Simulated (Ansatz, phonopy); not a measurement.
# How KCl (Sylvite, Fm-3m) expands on warming, part 3 of 3

How much does KCl (Sylvite) expand with temperature?

What experiment has found for this phase:
- volume expansion coefficient 111.3 1e-6/K and heat capacity C_P per formula unit 51.7 J/mol/K near room temperature (given in “High-Throughput Prediction of Finite-Temperature Properties using the Quasi-Harmonic Approximation”, 2016, arXiv:1603.06924)
- volume expansion coefficient 114.9 1e-6/K near room temperature (given in “Descriptors for thermal expansion in solids”, 2017, arXiv:1701.03966)

Ansatz 0.2.0; DFT PBE, scalar-relativistic, plane waves, PAW (the session's first sound run).

So far. Step 4 (Tight relaxation): The residual pressure is 6.0e-5 GPa, small enough for phonons. Step 5 (A new level, relaxed again): The residual pressure is -0.0035 GPa, small enough for phonons.

In doubt: the dispersion correction can have small steps in the geometry for these elements (step 6), which bears on fits and elastic values.

### Step 6. Phonons on strained cells (continued)

Level of this step: DFT PBE+D3(BJ), scalar-relativistic, plane waves, PAW (Ansatz).

Quasi-harmonic; a, b, c are the run's own cell vectors. Expansion, by row:

```csv
T (K),a (Å),b (Å),c (Å),alpha (deg),beta (deg),gamma (deg),cell volume (Å³/cell),alpha_a (1e-6/K),alpha_b (1e-6/K),alpha_c (1e-6/K),alpha_V (1e-6/K),C_P (J/mol-atom/K),C_V (J/mol-atom/K),S (J/mol-atom/K),B_T (GPa),B_S (GPa),Grueneisen,extrapolation,fit error (1e-6/K)
0,4.444,4.444,4.444,60,60,60,62.07,0,0,0,0,0,0,0,18.31,18.31,-,0,0
50,4.445,4.445,4.445,60,60,60,62.1,13.46,13.46,13.46,40.38,11.25,11.23,5.705,18.19,18.23,1.223,0,0.01
100,4.45,4.45,4.45,60,60,60,62.31,28.15,28.15,28.15,84.46,20.01,19.77,16.77,17.74,17.96,1.422,0,0.02
150,4.457,4.457,4.457,60,60,60,62.6,33.88,33.88,33.88,101.6,22.95,22.45,25.53,17.22,17.61,1.47,0,0.03
200,4.465,4.465,4.465,60,60,60,62.94,37.08,37.08,37.08,111.2,24.3,23.52,32.34,16.68,17.23,1.495,0,0.03
250,4.473,4.473,4.473,60,60,60,63.3,39.5,39.5,39.5,118.5,25.11,24.03,37.85,16.12,16.84,1.515,0,0.03
298.1,4.482,4.482,4.482,60,60,60,63.67,41.62,41.62,41.62,124.8,25.7,24.31,42.33,15.56,16.45,1.532,0,0.05
300,4.483,4.483,4.483,60,60,60,63.69,41.7,41.7,41.7,125.1,25.72,24.32,42.49,15.54,16.43,1.533,0,0.06
350,4.492,4.492,4.492,60,60,60,64.1,43.9,43.9,43.9,131.7,26.24,24.49,46.49,14.95,16.01,1.551,0,0.08
400,4.502,4.502,4.502,60,60,60,64.53,46.23,46.23,46.23,138.7,26.75,24.6,50.03,14.33,15.58,1.57,0,0.1
450,4.513,4.513,4.513,60,60,60,65,48.81,48.81,48.81,146.4,27.27,24.68,53.21,13.69,15.12,1.59,0,0.11
500,4.524,4.524,4.524,60,60,60,65.49,51.73,51.73,51.73,155.2,27.83,24.74,56.11,13.02,14.65,1.611,0,0.11
550,4.536,4.536,4.536,60,60,60,66.01,55.13,55.13,55.13,165.4,28.46,24.78,58.79,12.32,14.15,1.634,0,0.12
600,4.549,4.549,4.549,60,60,60,66.58,59.18,59.18,59.18,177.6,29.2,24.81,61.3,11.57,13.62,1.661,0,0.17
650,4.563,4.563,4.563,60,60,60,67.2,64.16,64.16,64.16,192.5,30.08,24.83,63.67,10.77,13.05,1.69,0,0.22
700,4.579,4.579,4.579,60,60,60,67.88,70.5,70.5,70.5,211.5,31.19,24.85,65.94,9.91,12.44,1.724,0,0.22
750,4.596,4.596,4.596,60,60,60,68.64,78.96,78.96,78.96,236.9,32.66,24.86,68.14,8.96,11.76,1.764,0,0.17
800,4.615,4.615,4.615,60,60,60,69.52,91.06,91.06,91.06,273.2,34.73,24.88,70.31,7.88,11.01,1.812,0,0.84
```

Table of expansion coefficient by temperature; values in 1e-6/K:

```csv
temperature (K),volume,principal 1
0,0,0
50,40.4,13.5
100,84.5,28.1
150,102,33.9
200,111,37.1
250,119,39.5
298,125,41.6
300,125,41.7
350,132,43.9
400,139,46.2
450,146,48.8
500,155,51.7
550,165,55.1
600,178,59.2
650,192,64.2
700,212,70.5
750,237,79.0
800,273,91.1
```

At 298 K the volume expansion is 125 × 10⁻⁶/K and B_T is 15.6 GPa. The program raised the cutoff to 487.2 eV by itself: with no cutoff typed, the study takes about 1.16 times the default for its relaxations and scales it with the volume for the phonons.

### Step 7. Free-energy fit

This step: DFT PBE+D3(BJ), scalar-relativistic, plane waves, PAW (phonopy 4.10.0).

This step gave:

| Quantity | Value |
| --- | --- |
| volume expansion coefficient at 300 K | 124.9 1e-6/K |
| isothermal bulk modulus at 300 K | 15.55 GPa |
| C_P at 300 K | 25.81 J/mol-atom/K |
| Grüneisen parameter at 300 K | 1.531 |

The energy (each curve on its own zero) by volume; values in meV/atom:

```csv
volume (Å³/atom),static,F at 0 K,F at 300 K,F at 800 K
30.74,0,2.08,7.64,19.9
31.20,0.41,1.97,6.29,15.8
31.59,1.34,2.47,5.73,12.8
32.46,5.19,5.37,6.19,7.85
33.36,11.3,10.6,8.82,4.78
34.29,19.6,18.0,13.4,3.36
35.24,29.9,27.4,19.8,3.35
```

Phonopy-qha, vinet fit of F(V) at each temperature. Qha vinet, by row:

```
T (K)  fitted volume (Å³/atom)  alpha_V (1e-6/K)  B_T (GPa)  C_P (J/mol-atom/K)  Grueneisen
  100                    31.16             80.31      17.73               19.96       1.351
  150                     31.3             100.5      17.23               23.15       1.453
  200                    31.47             110.7      16.69               24.47        1.49
  250                    31.65             118.2      16.13               25.24       1.512
  300                    31.84             124.9      15.55               25.81       1.531
  350                    32.05             131.7      14.94               26.31        1.55
  400                    32.27             138.9      14.31                26.8        1.57
  450                     32.5               147      13.65               27.32       1.591
  500                    32.74             156.1      12.97               27.88       1.614
  550                    33.01             166.7      12.25               28.52       1.639
  600                    33.29             179.2      11.51               29.27       1.667
  650                     33.6             194.2      10.73               30.15       1.699
  700                    33.95             212.4       9.93               31.24       1.734
  750                    34.33             235.1       9.08               32.61       1.775
```

Table of volume expansion coefficient by temperature; values in 1e-6/K:

```
temperature (K)  phonopy-qha, Vinet  Ansatz's own study
            100                80.3                84.5
            150                 100                 102
            200                 111                 111
            250                 118                 119
            300                 125                 125
            350                 132                 132
            400                 139                 139
            450                 147                 146
            500                 156                 155
            550                 167                 165
            600                 179                 178
            650                 194                 192
            700                 212                 212
            750                 235                 237
```

The fit gives a volume expansion of 125 × 10⁻⁶/K at 300 K, against 125 at 298 K from the study itself, whose static fit uses more cells.

### Step 8. Summary of results

| Property | Result |
| --- | --- |
| settings of these figures | PBE+D3(BJ), 487.2 eV, k 8×8×8, q 4×4×4 |
| volume expansion coefficient at 298 K | 124.8 1e-6/K |
| C_P at 298 K | 25.70 J/mol-atom/K |
| entropy at 298 K | 42.33 J/mol-atom/K |
| isothermal bulk modulus at 298 K | 15.56 GPa |
| Grüneisen parameter at 298 K | 1.532 |
| volume at 298 K | 31.84 Å³/atom |
| principal linear expansion coefficients at 298 K | 41.62, 41.62, 41.62 1e-6/K |

Near room temperature KCl (Sylvite) expands by 125 × 10⁻⁶/K in volume by PBE+D3(BJ), with C_P = 25.7 J/(mol K) per mole of atoms and B_T = 15.6 GPa. Between 298.15 and 800 K the bulk modulus falls by 49 % and the Grüneisen parameter grows; in this range the quasi-harmonic approximation, which lacks anharmonicity at fixed volume, tends to overshoot. C_P at room temperature is 103 % of the classical 3R an atom; C_V is 97 %, and the rest is expansion work. A measured volume expansion coefficient near room temperature is 111.3 1e-6/K (arXiv:1603.06924); the calculated 125 1e-6/K differs by +12 %. A measured heat capacity per formula unit near room temperature is 51.7 J/mol/K (arXiv:1603.06924); the calculated 51.4 J/mol/K differs by -1 %. The dispersion term is taken with its C6 weights frozen at the crystal at rest, in the force constants and, in the expansion study, in the energies too.

[Logs are printed without paths, hosts, clocks, repeated set-up lines and the standing remarks that a program may print on its own settings, such as how far it seeks lower states.]

[Hosts, paths, dates, database ids (printed as entryN), source tags and the programs' standing remarks are cut or masked in the printed files.]

[A step with changed settings may run another functional than the one named; its input shows which.]
